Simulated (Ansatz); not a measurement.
# What YBiS3 (model cell, started as cubic perovskite with Y in the octahedra) distorts into, part 3 of 3

Aim: this structure of YBiS3 (model cell, started as cubic perovskite with Y in the octahedra) is to be tested for unstable modes, and one is followed downhill.

Ansatz 0.2.0; DFT PBEsol, scalar-relativistic, plane waves, PAW; PAW set soft_1.

So far. Step 5 (Energy along the mode, all amplitudes (two of the runs …): The lowest of the steps tried is the last one, at 0.6 Å, 374 meV/atom below the parent; the bottom of the well need not coincide with a step. Step 7 (The new phase in its own primitive cell): The largest force component left is 0.96 meV/Å and the pressure is -0.001 GPa, within the tolerances set. The cell now holds 25.01 Å³/atom. The relaxed cell has a = 7.212, c = 16.656 Å (conventional setting).

The structure was built from a prototype and need not be the compound's stable phase.

In doubt: the program warns that the response may not be converged on this k-mesh, which bears on the force constants and all frequencies.

### 8. Modes of the new phase, k-mesh 6×6×6, occupations fixed

A relaxed structure may still be a saddle point, so its zone-centre modes are computed. The response to a homogeneous field gives the Born charges and the dielectric tensor.

File input.yaml:

```yaml
crystal:
  lattice:
    - [3.6061262649, 2.0819979698, 5.5520590504]
    - [-3.6061262649, 2.0819979698, 5.5520590504]
    - [0.0, -4.1639959396, 5.5520590504]
  atoms:
    - { symbol: Bi, position: [0.75, 0.75, 0.75] }
    - { symbol: Bi, position: [0.25, 0.25, 0.25] }
    - { symbol: "Y", position: [0.5, 0.5, 0.5] }
    - { symbol: "Y", position: [0.0, 0.0, 0.0] }
    - { symbol: S, position: [0.3757286618, 0.75, 0.1242713382] }
    - { symbol: S, position: [0.6242713382, 0.25, 0.8757286618] }
    - { symbol: S, position: [0.1242713382, 0.3757286618, 0.75] }
    - { symbol: S, position: [0.8757286618, 0.6242713382, 0.25] }
    - { symbol: S, position: [0.25, 0.8757286618, 0.6242713382] }
    - { symbol: S, position: [0.75, 0.1242713382, 0.3757286618] }
kpoints:
  mp_grid: { grid: [6, 6, 6] }
hamiltonian:
  xc: pbesol
  pseudopotentials: { kind: paw, azcp: { folder: soft_1 }, xc_functional: pbe }
scf:
  occupations: { method: fixed }
output:
  eigenvalues: true
phonons:
  method: dfpt
  dielectric: true
  rigid_motions: translations
```

Launch:

```sh
$ ansatz run input.yaml --threads 8 --pin off --max-ram 16384MiB --backend cpu --events-out ev --progress --plain --runs-dir out
```

Numbers of over 12 decimals in the logs are rounded to 6 here.

The log of the run:

```text
[...]
Crystal: 10 atoms, lattice volume = 250.107 Å³
Basis set: ecut = 420 eV, 4885 PW (Γ), exchange–correlation on 96×96×96 points (8 copies of the dense FFT grid, shifted against one another)
Bands: 54, of which v1, the nominal top of the filled ones, is band 44 counted from 1 (43 counted from 0)
Symmetry: 12 space group operations
k-points: 112 of 216 (irreducible under 1 space group operation, time reversal used)
[...]
SCF iter   1: F=—  HF=-37403.286866 eV  |F-HF|=—  |Δ(HF+E_count)|=         —  Δρ=4.06e-2  dr2=1.44e1  ethr=3.10e-3  ⟨swp⟩=5.2  Hψ=20874  notcnv=0  defer=789
[...]
SCF iter  11: F=-37398.826375 eV  HF=-37398.826375 eV  |F-HF|=0.00e0  |Δ(HF+E_count)|=  5.09e-11  Δρ=7.31e-8  dr2=1.72e-11  ethr=1.00e-12  ⟨swp⟩=16.3  Hψ=44366  notcnv=0
SCF 1 converged in 11 iterations: F = -37398.826375 eV  dr2 = 1.72e-11
[...]
NSCF: frozen V_eff on 6 k-points
DFPT response loops at Γ: preconditioner auto → Resta (q_TF=auto, 2.292 Å⁻¹)  ε∞=14.3 (no band partly filled); β = 1.00, the filter's whole step (`scf.mixing.beta` (0.50) is not read by the response loops at its default; to damp them type it under 1.00, their step now; it binds the ground state too); Broyden in place of MSR1
── the response to a field inside a basis, on 8×8×8 k-points: an SCF that follows is theirs, and a resumed run solves both again ──
Bands: 45, of which v1, the nominal top of the filled ones, is band 44 counted from 1 (43 counted from 0)
k-points: 60 of 512
[...]
Eigensolver: Dense (60 Hₖ)
SCF iter   1: F=—  HF=-37398.587555 eV  |F-HF|=—  |Δ(HF+E_count)|=         —  Δρ=2.85e-4  dr2=8.92e-5  ethr=1.00e-1
[...]
SCF iter   5: F=-37398.587582 eV  HF=-37398.587582 eV  |F-HF|=1.90e-9  |Δ(HF+E_count)|=   8.36e-8  Δρ=1.16e-6  dr2=4.74e-9  ethr=1.91e-10
SCF 1 converged in 5 iterations: F = -37398.587582 eV  dr2 = 4.74e-9
[...]
WARN: field response: ε∞ stands inside a basis, on 8×8×8 points; the force constants stand on the 6×6×6 k-mesh, whose period is 13.90 times the interband length at k = (0.3333, 0.3333, -0.5000), direct gap 0.708 eV, under 14: take them and everything formed from them as unconverged, and compare with a denser kpoints.mp_grid
SCF converged after 11 iterations
Free energy (F): -37398.826375 eV
[...]
Internal energy: -37398.826375 eV  (E = F + TS)
E sigma→0 (E₀):  -37398.826375 eV
Fermi energy:    7.341714 eV
[...]
--- Band table (eV; the first three rows and the last of 112) ---
  k-point 0: bands = [... 40 lower, 6.6205, 6.7476, 6.7634, 7.3417, 8.4448, 9.8418, 9.8851, 9.8851, ... 6 higher]
  k-point 1: bands = [... 40 lower, 6.5896, 6.8977, 7.0748, 7.1474, 8.3397, 9.6330, 9.7083, 9.9627, ... 6 higher]
  k-point 2: bands = [... 40 lower, 6.5608, 6.6914, 6.9620, 7.0625, 8.2376, 9.1073, 9.4367, 9.7175, ... 6 higher]
  k-point 111: bands = [... 40 lower, 6.2504, 6.2504, 6.7436, 6.7436, 7.7315, 7.7315, 9.9931, 9.9931, ... 6 higher]
--- Phonons (Γ-DFPT): 6 representative perturbations + reference, on 112 of 216 k-points (Σ response iterations 18) ---
  k mesh reduced under 1 symmetry operation, with k and −k counted as one. Each operation leaves every solved perturbation unchanged. A smaller set is not considered because the run solves the response to a homogeneous field
  ASR residual: 5.011e-5 → 0.000e0 eV/Å²; symmetrization residual: 3.046e-5 eV/Å²
  ASR residual per site (eV/Å²): 2.42e-5 2.42e-5 5.01e-5 5.01e-5 1.69e-5 1.69e-5 1.69e-5 1.69e-5 1.69e-5 1.69e-5
  Γ frequencies (cm⁻¹): -139.47 -121.99 -121.99 -74.97 -45.54 -45.54 0.00 0.00 0.00 71.33 80.66 80.66 99.78 99.78 105.83 158.00 164.97 164.97 188.13 188.13 209.17 209.17 252.18 269.15 281.19 292.72 292.72 310.12 310.12 346.80
  ε∞ (high-frequency dielectric tensor):
       14.896173     0.000000     0.000000
       -0.000000    14.896173     0.000000
        0.000000    -0.000000    12.741137
  softest optical mode at Γ: -139.47 cm⁻¹; the repairs (sum rule, projections) moved no ω² at Γ by more than (2.83 cm⁻¹)²
  Born effective charges Z* (e; rows j = field, columns β = displacement):
    site 0:
         6.11644   -0.00000    0.00000
         0.00000    6.11644   -0.00000
         0.00000    0.00000    5.04187
    site 1:
         6.11644   -0.00000    0.00000
         0.00000    6.11644   -0.00000
         0.00000    0.00000    5.04187
    site 2:
         4.93644    0.96989    0.00000
        -0.96989    4.93644   -0.00000
         0.00000    0.00000    3.02730
    site 3:
         4.93644   -0.96989    0.00000
         0.96989    4.93644    0.00000
         0.00000   -0.00000    3.02730
    site 4:
        -3.56438   -0.20769   -0.53832
        -0.20769   -3.80421    0.31080
        -0.39125    0.22589   -2.68972
    site 5:
        -3.56438   -0.20769   -0.53832
        -0.20769   -3.80421    0.31080
        -0.39125    0.22589   -2.68972
    site 6:
        -3.92412    0.00000   -0.00000
         0.00000   -3.44447   -0.62159
        -0.00000   -0.45177   -2.68972
    site 7:
        -3.92412    0.00000   -0.00000
         0.00000   -3.44447   -0.62159
        -0.00000   -0.45177   -2.68972
    site 8:
        -3.56438    0.20769    0.53832
         0.20769   -3.80421    0.31080
         0.39125    0.22589   -2.68972
    site 9:
        -3.56438    0.20769    0.53832
         0.20769   -3.80421    0.31080
         0.39125    0.22589   -2.68972
  Z* charge neutrality: 1.795e-2 e pre-enforcement
  solved inside a basis spanned on kpoints, on 8×8×8 k-points, its susceptibility summed on 10×10×10: ε∞ is read to err by 8.0e-2, Z* by 4.1e-2 e (field_mesh: kpoints solves on kpoints); Z* is corrected for what the basis lacks
  optical modes at Γ without the LO–TO term, one row a degenerate level:
      ω (cm⁻¹)  modes    IR ((D/Å)²/amu)
       -139.47      1            23.8342
       -121.99      2             5.4489
        -74.97      1             0.0000
        -45.54      2             0.0000
         71.33      1             1.7872
         80.66      2             0.0989
         99.78      2             0.0000
[...]
optical modes at Γ + LO–TO along q̂ = [1.0000, 0.0000, 0.0000]:
      ω (cm⁻¹)  modes    IR ((D/Å)²/amu)
[...]
optical modes at Γ + LO–TO along q̂ = [0.0000, 1.0000, 0.0000]:
      ω (cm⁻¹)  modes    IR ((D/Å)²/amu)
[...]
optical modes at Γ + LO–TO along q̂ = [0.0000, 0.0000, 1.0000]:
      ω (cm⁻¹)  modes    IR ((D/Å)²/amu)
[...]
99.78      2             0.0000
        105.83      1             0.0000
        158.00      1             0.0000
        164.97      2            42.8386
        188.13      2            74.1321
        209.17      2             0.0000
        252.18      1             0.0000
        269.15      1             0.0000
        292.72      2             0.0000
        304.05      1            23.1650
        310.12      2            39.6536
        346.80      1             0.0000
```

It took 90 s on 8 threads of AMD EPYC 9B45 (Zen 5), shared host; peak memory 6 GiB; 11 min of CPU time.

Numbers from this step:

```yaml
sum_rule_residual_before_enforcement: 5.01e-5 eV/Å²
miss_of_the_charge_sum_rule: 0.01795 e
estimated_error_of_the_dielectric_tensor: 0.07982
estimated_error_of_the_born_charges: 0.04111 e
point_group: -3m
highest_optical_mode_at_the_zone_centre_no_lo_to_term: 346.8 cm⁻¹
lowest_optical_zone_centre_mode: -139.5 cm⁻¹
mean_high_frequency_dielectric_constant: 14.18
largest_born_charge_third_of_the_trace: 5.758 e
top_of_the_zone_centre_spectrum_with_the_field: 346.8 cm⁻¹
```

Patterns of degenerate modes are one choice out of their space. Modes at Γ, with each element's share of the kinetic energy (negative means imaginary):

| mode | frequency (cm⁻¹) | symmetry | Bi % | Y % | S % |
| --- | --- | --- | --- | --- | --- |
| 1 | -139.5 | A2u | 34 | 2 | 64 |
| 2 | -122.0 | Eu | 6 | 1 | 94 |
| 3 | -122.0 | Eu | 6 | 1 | 94 |
| 4 | -75.0 | A2g | 97 | 0 | 3 |
| 5 | -45.5 | Eg | 43 | 0 | 57 |
| 6 | -45.5 | Eg | 43 | 0 | 57 |
| 7 | 0.0 | acoustic | 53 | 23 | 24 |
| 8 | 0.0 | acoustic | 53 | 23 | 24 |
| 9 | 0.0 | acoustic | 53 | 23 | 24 |
| 10 | 71.3 | A2u | 13 | 55 | 32 |
| 11 | 80.7 | Eu | 25 | 59 | 17 |
| 12 | 80.7 | Eu | 25 | 59 | 17 |
| 13 | 99.8 | Eg | 51 | 0 | 49 |
| 14 | 99.8 | Eg | 51 | 0 | 49 |
| 15 | 105.8 | A2g | 3 | 0 | 97 |
| 16 | 158.0 | A1u | 0 | 95 | 5 |
| 17 | 165.0 | Eu | 16 | 40 | 44 |
| 18 | 165.0 | Eu | 16 | 40 | 44 |
| 19 | 188.1 | Eu | 1 | 60 | 39 |
| 20 | 188.1 | Eu | 1 | 60 | 39 |
| 21 | 209.2 | Eg | 5 | 0 | 95 |
| 22 | 209.2 | Eg | 5 | 0 | 95 |
| 23 | 252.2 | A1g | 0 | 0 | 100 |
| 24 | 269.1 | A1u | 0 | 5 | 95 |
| 25 | 281.2 | A2u | 0 | 20 | 80 |
| 26 | 292.7 | Eg | 1 | 0 | 99 |
| 27 | 292.7 | Eg | 1 | 0 | 99 |
| 28 | 310.1 | Eu | 0 | 18 | 82 |
| 29 | 310.1 | Eu | 0 | 18 | 82 |
| 30 | 346.8 | A2g | 0 | 0 | 100 |

Displacements in mode 1 (-139.5 cm⁻¹), the largest set to 1:
```
Bi1  0.00  0.00  0.54
Bi2  0.00  0.00  0.54
Y3   0.00  0.00 -0.19
Y4   0.00  0.00 -0.19
S5   0.38 -0.22 -1.00
S6   0.38 -0.22 -1.00
S7   0.00  0.44 -1.00
S8   0.00  0.44 -1.00
S9  -0.38 -0.22 -1.00
S10 -0.38 -0.22 -1.00
```

Displacements in mode 16 (158.0 cm⁻¹), the largest set to 1:
```
Bi1  0.00  0.00  0.00
Bi2  0.00  0.00  0.00
Y3   0.00  0.00 -1.00
Y4   0.00  0.00  1.00
S5   0.11  0.20  0.00
S6   0.11  0.20  0.00
S7  -0.23  0.00  0.00
S8  -0.23  0.00  0.00
S9   0.11 -0.20  0.00
S10  0.11 -0.20  0.00
```

Optical modes at the zone centre, without and with the macroscopic field of the longitudinal modes; each column is sorted by frequency, so a row need not hold one and the same mode. Modes with and without the field, by row:

| rank among optical modes | no field (cm⁻¹) | q along (1, 0, 0) (cm⁻¹) | q along (0, 0, 1) (cm⁻¹) |
| --- | --- | --- | --- |
| 1 | -139.5 | -139.5 | -122 |
| 2 | -122 | -122 | -122 |
| 3 | -122 | -118.4 | -80.8 |
| 4 | -75 | -75 | -75 |
| 5 | -45.5 | -45.5 | -45.5 |
| 6 | -45.5 | -45.5 | -45.5 |
| 7 | 71.3 | 71.3 | 80.7 |
| 8 | 80.7 | 80.7 | 80.7 |
| 9 | 80.7 | 80.7 | 85 |
| 10 | 99.8 | 99.8 | 99.8 |
| 11 | 99.8 | 99.8 | 99.8 |
| 12 | 105.8 | 105.8 | 105.8 |
| 13 | 158 | 158 | 158 |
| 14 | 165 | 165 | 165 |
| 15 | 165 | 172.4 | 165 |
| 16 | 188.1 | 188.1 | 188.1 |
| 17 | 188.1 | 209.2 | 188.1 |
| 18 | 209.2 | 209.2 | 209.2 |
| 19 | 209.2 | 242.9 | 209.2 |
| 20 | 252.2 | 252.2 | 252.2 |
| 21 | 269.1 | 269.1 | 269.1 |
| 22 | 281.2 | 281.2 | 292.7 |
| 23 | 292.7 | 292.7 | 292.7 |
| 24 | 292.7 | 292.7 | 304.1 |
| 25 | 310.1 | 310.1 | 310.1 |
| 26 | 310.1 | 340 | 310.1 |
| 27 | 346.8 | 346.8 | 346.8 |

Born charge (rows field, columns displacement) (e), principal values of the symmetric part by kind of site:

| atom | atoms with these values | low | middle | high | mean |
| --- | --- | --- | --- | --- | --- |
| Bi1 | 2 | 5.04 | 6.12 | 6.12 | 5.76 |
| Y3 | 2 | 3.03 | 4.94 | 4.94 | 4.30 |
| S5 | 6 | -3.92 | -3.72 | -2.41 | -3.35 |

In full for Y3:

```
 4.94  0.97  0.00
-0.97  4.94  0.00
 0.00  0.00  3.03
```

High-frequency dielectric tensor:

```
14.90  0.00  0.00
 0.00 14.90  0.00
 0.00  0.00 12.74
```

Transverse modes; imaginary modes are left out. Infrared lines, with heights relative to the strongest:

| position (cm⁻¹) | label | relative intensity |
| --- | --- | --- |
| 71 | A2u | 2.4 |
| 81 | Eu | 0.1 |
| 100 | Eg | 0.0 |
| 106 | A2g | 0.0 |
| 158 | A1u | 0.0 |
| 165 | Eu | 58 |
| 188 | Eu | 100 |
| 209 | Eg | 0.0 |
| 252 | A1g | 0.0 |
| 269 | A1u | 0.0 |
| 281 | A2u | 23 |
| 293 | Eg | 0.0 |
| 310 | Eu | 53 |
| 347 | A2g | 0.0 |

Before it was imposed, the acoustic sum rule was missed by 5.0e-5 eV/Å² and the charge sum rule by 0.018 e. Small misses are needed for a sound result but don't prove that mesh and cutoff are converged. The lowest optical mode is imaginary, 139.5i cm⁻¹, so the energy falls along it.

The log warns of the k mesh: “the force constants stand on the 6×6×6 k-mesh, whose period is 13.90 times the interband length at k = (0.3333, 0.3333, -0.5000), direct gap 0.708 eV, under 14: take them and everything formed from them as unconverged”.

### 9. Outcome

| Property | Result |
| --- | --- |
| unstable mode of the parent | q = (-0.5, -0.5, -0.5), 232i cm⁻¹ |
| depth at the lowest point sampled | 374 meV/atom |
| largest atomic shift at that point | 0.6 Å |
| space group reached (within 0.01 Å) | R-3c |
| energy gained over the parent (first relaxation, on the mesh of the frozen mode) | 526 meV/atom |
| volume per atom, phase reached | 25.0 Å³ |
| gap on the k-mesh, phase reached | 0.293 eV |
| lowest optical zone-centre mode, phase reached | -139 cm⁻¹ |
| highest optical mode at the zone centre (no LO-TO term), phase reached | 347 cm⁻¹ |

**Reading.** Along this mode the structure falls into R-3c, 526 meV/atom below the parent. At the parent's cell the well is 374.3 meV/atom deep on the steps tried, with its lowest point at a shift of 0.6 Å. That is the last step tried, so the steps alone don't bracket the bottom of the well. Relaxing atoms and cell changes the gain by +151.66 meV/atom against the lowest step (energies at zero smearing). The new phase still has an imaginary mode at the zone centre of its cell, so it is a saddle point on the way to a lower structure. Of the 4 patterns followed to their end from this parent, this one ends 78.5 meV/atom above the lowest, Imma. Each path keeps the symmetry of its pattern, so a lower phase may lie along a pattern not tried. With the field response the log warns that the k mesh is coarse for the force constants too, so the frequencies may not be converged. With no gap, or one that is small against the smearing, the frequencies hang on the k mesh and the smearing, most of all near Kohn anomalies. A semilocal functional can close a gap that the real compound would have, so the metallic treatment may be an artefact of the level. Spin-orbit coupling is left out, which can matter for the heavy elements here. The PAW files were made for PBE and serve the other functionals too. The starting cell was built on a prototype and not taken from a measurement, so the phase need not exist.

[Logs are printed without paths, hosts, clocks, repeated set-up lines and the standing remarks that a program may print on its own settings, such as how far it seeks lower states.]

[Hosts, paths, dates, database ids (printed as entryN), source tags and the programs' standing remarks are cut or masked in the printed files.]
